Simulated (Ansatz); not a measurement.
## TiRe (Pm-3m): the cell at rest

Task: relax TiRe (Pm-3m) tightly.

Main program and level: Ansatz 0.2.0; DFT PBEsol, scalar-relativistic, plane waves, PAW; PAW set soft_1.

## Step 1: Starting point

The structure is cubic, space group Pm-3m (No. 221). The conventional cell has a = 3.118 Å, b = 3.118 Å, c = 3.118 Å, α = 90.00°, β = 90.00°, γ = 90.00°. Nearest to Ti lie 8 Re at 2.70 Å. Nearest to Re lie 8 Ti at 2.70 Å. Farther neighbours are not listed.

## Step 2: A coarse first look

First a cheap look: the gap decides the mesh and the occupations, the pressure tells how far the cell has to move.

Contents of input.yaml:

```yaml
crystal:
  lattice:
    - [3.118, 0.0, 0.0]
    - [0.0, 3.118, 0.0]
    - [0.0, 0.0, 3.118]
  atoms:
    - { symbol: Ti, position: [0.5, 0.5, 0.5] }
    - { symbol: Re, position: [0.0, 0.0, 0.0] }
kpoints:
  mp_grid: { grid: [6, 6, 6] }
hamiltonian:
  xc: pbesol
  pseudopotentials: { kind: paw, azcp: { folder: soft_1 }, xc_functional: pbe }
scf:
  occupations: { method: gaussian, width: 0.1 }
output:
  forces: true
  stress: true
  eigenvalues: true
```

On the command line:

```sh
> ansatz run input.yaml --threads 4 --pin off --max-ram 10240MiB --backend cpu --events-out ev --progress --plain --runs-dir out
```

Numbers of over 12 decimals in the logs are rounded to 6 here.

The log of the run:

```text
Engine: ansatz 0.2.0, aarch64-unknown-linux-gnu
Pseudopotentials: kind: paw
Pseudopotential: Ti, paw, valence charge 12, recommended cutoff 420 eV (normal), soft_1/Ti.paw.azcp
Pseudopotential: Re, paw, valence charge 15, recommended cutoff 420 eV (normal), soft_1/Re.paw.azcp
Functional definition: PBEsol
  exchange = pbesol_x
  correlation = pbesol_c
Crystal: 2 atoms, lattice volume = 30.313 Å³
[...]
--- Band table (eV; the first three rows and the last of 20) ---
  k-point 0: bands = [... 10 lower, 14.5351, 18.6838, 18.6838, 18.6838, 21.5994, 21.5994, 23.4756, 23.4756]
  k-point 1: bands = [... 10 lower, 14.9667, 18.5927, 18.5927, 18.9250, 20.9739, 21.8193, 22.2985, 22.2985]
  k-point 2: bands = [... 10 lower, 15.8258, 18.4771, 18.4771, 19.5592, 19.5894, 20.7788, 20.7788, 22.1556]
  k-point 19: bands = [... 10 lower, 16.1833, 18.0321, 18.0321, 18.0321, 21.7978, 21.7978, 22.4611, 22.4611]
[key lines of the parts left out:]
SCF converged after 7 iterations
Free energy (F): -13213.085254 eV
Fermi energy:    18.744183 eV
P = ⅓ Tr σ = -8.1815 GPa (-81.815 kbar)
```

It took 0.76 s on 4 threads of Arm Neoverse N1, shared host; peak memory 0.29 GiB.

Numbers from this step:

* pressure: -8.181 GPa
* volume per atom: 15.16 Å³
* gap on the k-mesh: 0 eV

The coarse mesh shows no gap and a pressure of -8.2 GPa.

## Step 3: Rough relaxation

A rough relaxation comes first, because large forces or stress need no tight tolerances yet.

Changes to input.yaml since step 2:

```diff
@@ -19 +19,6 @@
   eigenvalues: true
+relax:
+  adjacent_minimum: "off"
+  f_tol: 0.05
+  max_steps: 80
+  cell: { stress_tol: 0.5 }
```

The log of the run:

```text
[...]
Crystal: 2 atoms, lattice volume = 30.313 Å³
Basis set: ecut = 420 eV, 619 PW (Γ), exchange–correlation on 48×48×48 points (8 copies of the dense FFT grid, shifted against one another)
Bands: 18, of which v1, the nominal top of the filled ones, is band 14 counted from 1 (13 counted from 0)
Symmetry: 48 space group operations
[...]
k-points: 20 of 216
[...]
--- Relaxed structure (4 steps of the walk, 3 accepted, 1 SCFs on fresh bases) ---
  F+E_penalty+E_count = -13213.11302220 eV   max|allowed force component| = 2.367e-30 eV/Å   (the final SCF, on the basis selected at the relaxed cell)
  cell:  # Å, volume = 29.2534 Å³
    - [3.081240, 0, 0]
    - [0, 3.081240, 0]
    - [0, 0, 3.081240]
  atoms:
    - { symbol: Ti, position: [0.5, 0.5, 0.5] }
    - { symbol: Re, position: [0, 0, 0] }
[key lines of the parts left out:]
SCF converged after 6 iterations
Free energy (F): -13213.113022 eV
Fermi energy:    19.547791 eV
P = ⅓ Tr σ = 0.0520 GPa (0.520 kbar)
```

Elapsed: 2.9 s, on 4 threads; peak memory 0.3 GiB; 8.8 s of CPU time.

Relaxation path:

```
step  energy less that of the first step (eV)  largest force component (eV/Å)  pressure (GPa)  volume (Å³)
   1                                   0.0000                          0.0000           -8.18        30.31
   2                                   0.0288                          0.0000           13.69        27.85
   3                                  -0.0280                          0.0000           -0.71        29.34
   4                                  -0.0282                          0.0000            0.04        29.25
  5*                                  -0.0278                          0.0000            0.05        29.25
```

Relaxation steps marked * repeat the geometry before them on a plane-wave basis chosen anew for their cell, so energy and pressure can jump there. Relaxation step 2 was tried and not accepted.

Forces are held to the 48 operations that the run works with; a distortion that breaks them can't arise in this run.

```
conventional cell, symmetrised  before  after  change
                         a (Å)   3.118  3.081  -1.2 %
                         b (Å)   3.118  3.081  -1.2 %
                         c (Å)   3.118  3.081  -1.2 %
              volume (Å³/atom)   15.16  14.63  -3.5 %
```

The relaxed structure:

```xyz
2
Lattice="3.0812 0.0000 0.0000 0.0000 3.0812 0.0000 0.0000 0.0000 3.0812" Properties=species:S:1:pos:R:3 pbc="T T T"
Ti    1.5406    1.5406    1.5406
Re    0.0000    0.0000    0.0000
```

Numbers from this step:

| Item | Value |
| --- | --- |
| pressure | 0.05201 GPa |
| volume per atom | 14.63 Å³ |

In this step the volume went from 15.16 to 14.63 Å³/atom.

## Step 4: Relaxation

The cell and atoms are relaxed, since residual forces and stress would shift the frequencies.

input.yaml, the sections that differ from step 3:

```yaml
crystal:
  lattice:
    - [3.0812401383, 0.0, 0.0]
    - [0.0, 3.0812401383, 0.0]
    - [0.0, 0.0, 3.0812401383]
  atoms:
    - { symbol: Ti, position: [0.5, 0.5, 0.5] }
    - { symbol: Re, position: [0.0, 0.0, 0.0] }
kpoints:
  mp_grid: { grid: [14, 14, 14] }
relax:
  adjacent_minimum: "off"
  f_tol: 0.005
  max_steps: 80
  cell: { stress_tol: 0.05 }
# hamiltonian, scf, output: as in step 3
```

The log of the run:

```text
[...]
Crystal: 2 atoms, lattice volume = 29.253 Å³
Basis set: ecut = 420 eV, 587 PW (Γ), exchange–correlation on 48×48×48 points (8 copies of the dense FFT grid, shifted against one another)
Bands: 18, of which v1, the nominal top of the filled ones, is band 14 counted from 1 (13 counted from 0)
Symmetry: 48 space group operations
[...]
k-points: 120 of 2744
[...]
SCF iter   1: F=—  HF=-13213.708805 eV  |F-HF|=—  |Δ(HF+E_count)|=         —  Δρ=8.29e-2  dr2=2.88e0  ethr=3.10e-3  ⟨swp⟩=4.0  Hψ=8552  notcnv=0
[...]
SCF iter   7: F=-13213.071199 eV  HF=-13213.071199 eV  |F-HF|=7.29e-10  |Δ(HF+E_count)|=   1.28e-8  Δρ=1.41e-6  dr2=8.17e-10  ethr=3.35e-10  ⟨swp⟩=2.3  Hψ=6597  notcnv=0
the search or the solves at the SCF's close seem to have found levels that the self-consistency loop had missed (the run counts 1). By its estimate they hold under 1e-12 electrons; where the run keeps them, the occupations were computed again with them
SCF 1 converged in 7 iterations: F = -13213.071199 eV  dr2 = 8.17e-10
[...]
relax step   1: F+E_penalty+E_count = -13213.07119899 eV  Δ(F+E_penalty+E_count) = +0.000e0 eV  max|allowed force component| = 3.445e-29 eV/Å  Δτ_max = 0.0000 Å  P = +0.515 GPa  Ω = 29.253 Å³  (7 SCF iters, dr2 threshold 1.00e-7 eV, accepted)
Crystal: 2 atoms, lattice volume = 29.385 Å³
[...]
SCF iter   6: F=-13213.071116 eV  HF=-13213.071116 eV  |F-HF|=0.00e0  |Δ(HF+E_count)|=  7.28e-12  Δρ=3.36e-8  dr2=1.68e-13  ethr=1.00e-12  ⟨swp⟩=1.0  Hψ=4801  notcnv=0
SCF 2 converged in 6 iterations: F = -13213.071116 eV  dr2 = 1.68e-13
relax step   2: F+E_penalty+E_count = -13213.07111613 eV  Δ(F+E_penalty+E_count) = +8.286e-5 eV  max|allowed force component| = 3.550e-30 eV/Å  Δτ_max = 0.0000 Å  P = -0.585 GPa  Ω = 29.385 Å³  energy of the carried Pulay correction = -5.234e-5 eV  (6 SCF iters, dr2 threshold 2.00e-7 eV, rejected (line search))
Crystal: 2 atoms, lattice volume = 29.315 Å³
[...]
SCF iter   6: F=-13213.071273 eV  HF=-13213.071273 eV  |F-HF|=1.82e-12  |Δ(HF+E_count)|=  5.46e-12  Δρ=1.89e-8  dr2=5.21e-14  ethr=1.00e-12  ⟨swp⟩=3.7  Hψ=8164  notcnv=0
SCF 3 converged in 6 iterations: F = -13213.071273 eV  dr2 = 5.21e-14
relax step   3: F+E_penalty+E_count = -13213.07127281 eV  Δ(F+E_penalty+E_count) = -7.382e-5 eV  max|allowed force component| = 1.512e-30 eV/Å  Δτ_max = 0.0000 Å  P = -0.002 GPa  Ω = 29.315 Å³  energy of the carried Pulay correction = -2.447e-5 eV  (6 SCF iters, accepted)
[...]
SCF iter   7: F=-13213.071297 eV  HF=-13213.071297 eV  |F-HF|=0.00e0  |Δ(HF+E_count)|=  7.28e-12  Δρ=3.14e-10  dr2=1.66e-17  ethr=1.00e-12  ⟨swp⟩=1.5  Hψ=4879  notcnv=0
SCF 4 converged in 7 iterations: F = -13213.071297 eV  dr2 = 1.66e-17
relax step   4: F+E_penalty+E_count = -13213.07129706 eV  Δ(F+E_penalty+E_count) = -2.425e-5 eV  max|allowed force component| = 1.906e-30 eV/Å  Δτ_max = 0.0000 Å  P = -0.003 GPa  Ω = 29.315 Å³  stress off target by 2.55e-3 GPa  SCF on the basis re-selected at this cell (its energy is not comparable with the rows above)  (7 SCF iters)
basis re-selected at this cell: Δ(F+E_penalty+E_count) = -2.425e-5 eV, ΔP = -0.001 GPa vs the last step (what re-selecting the basis moved, of the pressure what is left beyond the Pulay correction that the steps carried, after the strain that the cell walked since its last selection, with what the two solves' SCF thresholds leave and, on support functions, any second-order correction that the steps lacked; it is no m [...]
SCF converged after 7 iterations
Free energy (F): -13213.071297 eV
[...]
Internal energy: -13213.065058 eV  (E = F + TS)
E sigma→0 (E₀):  -13213.068178 eV
Entropy (-TS):   -0.006239 eV (-3.119 meV/atom)
Fermi energy:    19.408521 eV
[...]
--- Stress (GPa, compression-positive) ---
       -0.002545       0.000000       0.000000
        0.000000      -0.002545      -0.000000
        0.000000      -0.000000      -0.002545
  P = ⅓ Tr σ = -0.0025 GPa (-0.025 kbar)
--- Band table (eV; the first three rows and the last of 120) ---
  k-point 0: bands = [... 10 lower, 15.0603, 19.4074, 19.4074, 19.4074, 22.4457, 22.4457, 24.4284, 24.4284]
  k-point 1: bands = [... 10 lower, 15.1504, 19.3870, 19.3870, 19.4541, 22.3157, 22.4915, 24.1257, 24.1257]
  k-point 2: bands = [... 10 lower, 15.4073, 19.3340, 19.3340, 19.5927, 21.9470, 22.6213, 23.4450, 23.4450]
  k-point 119: bands = [... 10 lower, 16.8438, 18.7609, 18.7609, 18.7609, 22.6693, 22.6693, 23.3635, 23.3635]
--- Relaxed structure (3 steps of the walk, 2 accepted, 1 SCFs on fresh bases) ---
[...]
cell:  # Å, volume = 29.3149 Å³
    - [3.083397, 0, 0.0]
    - [0, 3.083397, 0]
    - [0.0, 0, 3.083397]
  atoms:
    - { symbol: Ti, position: [0.5, 0.5, 0.5] }
    - { symbol: Re, position: [0, 0, 0] }
```

Run time: 7.6 s. Hardware: 4 threads; peak memory 0.38 GiB; 28 s of CPU time.

Little changed from the start: no atom moved by 0.005 Å and no cell edge by 0.1 %.

Numbers from this step:

- pressure: -0.002545 GPa
- volume per atom: 14.66 Å³

In this step the volume went from 14.63 to 14.66 Å³/atom.

## Step 5: Tight relaxation

Phonons need a cell at rest on their own settings, so the relaxation is repeated with tight tolerances on forces and stress, using the mesh and the filling of the phonon run that follows.

input.yaml, the sections that differ from step 4:

```yaml
crystal:
  lattice:
    - [3.0833968513, 0.0, 0.0]
    - [0.0, 3.0833968513, 0.0]
    - [0.0, 0.0, 3.0833968513]
  atoms:
    - { symbol: Ti, position: [0.5, 0.5, 0.5] }
    - { symbol: Re, position: [0.0, 0.0, 0.0] }
kpoints:
  mp_grid: { grid: [16, 16, 16] }
scf:
  occupations: { method: methfessel_paxton, width: 0.2 }
relax:
  adjacent_minimum: "off"
  f_tol: 0.001
  max_steps: 60
  cell: { stress_tol: 0.01 }
# hamiltonian, output: as in step 4
```

The log of the run:

```text
[...]
Crystal: 2 atoms, lattice volume = 29.315 Å³
Basis set: ecut = 420 eV, 587 PW (Γ), exchange–correlation on 48×48×48 points (8 copies of the dense FFT grid, shifted against one another)
Bands: 18, of which v1, the nominal top of the filled ones, is band 14 counted from 1 (13 counted from 0)
Symmetry: 48 space group operations
[...]
k-points: 165 of 4096
[...]
k-point 164: bands = [... 10 lower, 16.8509, 18.7736, 18.7736, 18.7736, 22.6759, 22.6759, 23.3833, 23.3833]
--- Relaxed structure (3 steps of the walk, 2 accepted, 1 SCFs on fresh bases) ---
[...]
cell:  # Å, volume = 29.3034 Å³
    - [3.082993, 0.0, 0.0]
    - [0.0, 3.082993, 0.0]
    - [0.0, 0.0, 3.082993]
  atoms:
    - { symbol: Ti, position: [0.5, 0.5, 0.5] }
    - { symbol: Re, position: [0, 0, 0.0] }
[key lines of the parts left out:]
SCF converged after 4 iterations
Free energy (F): -13213.065488 eV
Fermi energy:    19.434266 eV
P = ⅓ Tr σ = -0.0000 GPa (-0.000 kbar)
```

It took 9.3 s on 4 threads; peak memory 0.4 GiB.

Little changed from the start: no atom moved by 0.005 Å and no cell edge by 0.1 %.

Numbers from this step:

```yaml
pressure: -3.93e-5 GPa
volume_per_atom: 14.65 Å³
```

The forces vanish by symmetry and the pressure is 0.000 GPa, within the tolerances set. The cell now holds 14.65 Å³/atom.

## Step 6: What came out

- space group after relaxation (within 0.01 Å): Pm-3m
- lattice constant a: 3.083 Å
- lattice constant b: 3.083 Å
- lattice constant c: 3.083 Å
- volume per atom: 14.7 Å³

In words: The forces vanish by symmetry and the pressure is 0.000 GPa, within the tolerances set. The cell now holds 14.65 Å³/atom. The relaxation keeps the symmetry of its start, so it says nothing on stability against lower symmetry. The runs are without spin polarisation, although the cell has an odd electron count. Spin-orbit coupling is left out, which can matter for the heavy elements here. The PAW files were made for PBE and serve the other functionals too.

[Logs are printed without paths, hosts, clocks, repeated set-up lines and the standing remarks that a program may print on its own settings, such as how far it seeks lower states.]

[Hosts, paths, dates, database ids (printed as entryN), source tags and the programs' standing remarks are cut or masked in the printed files.]
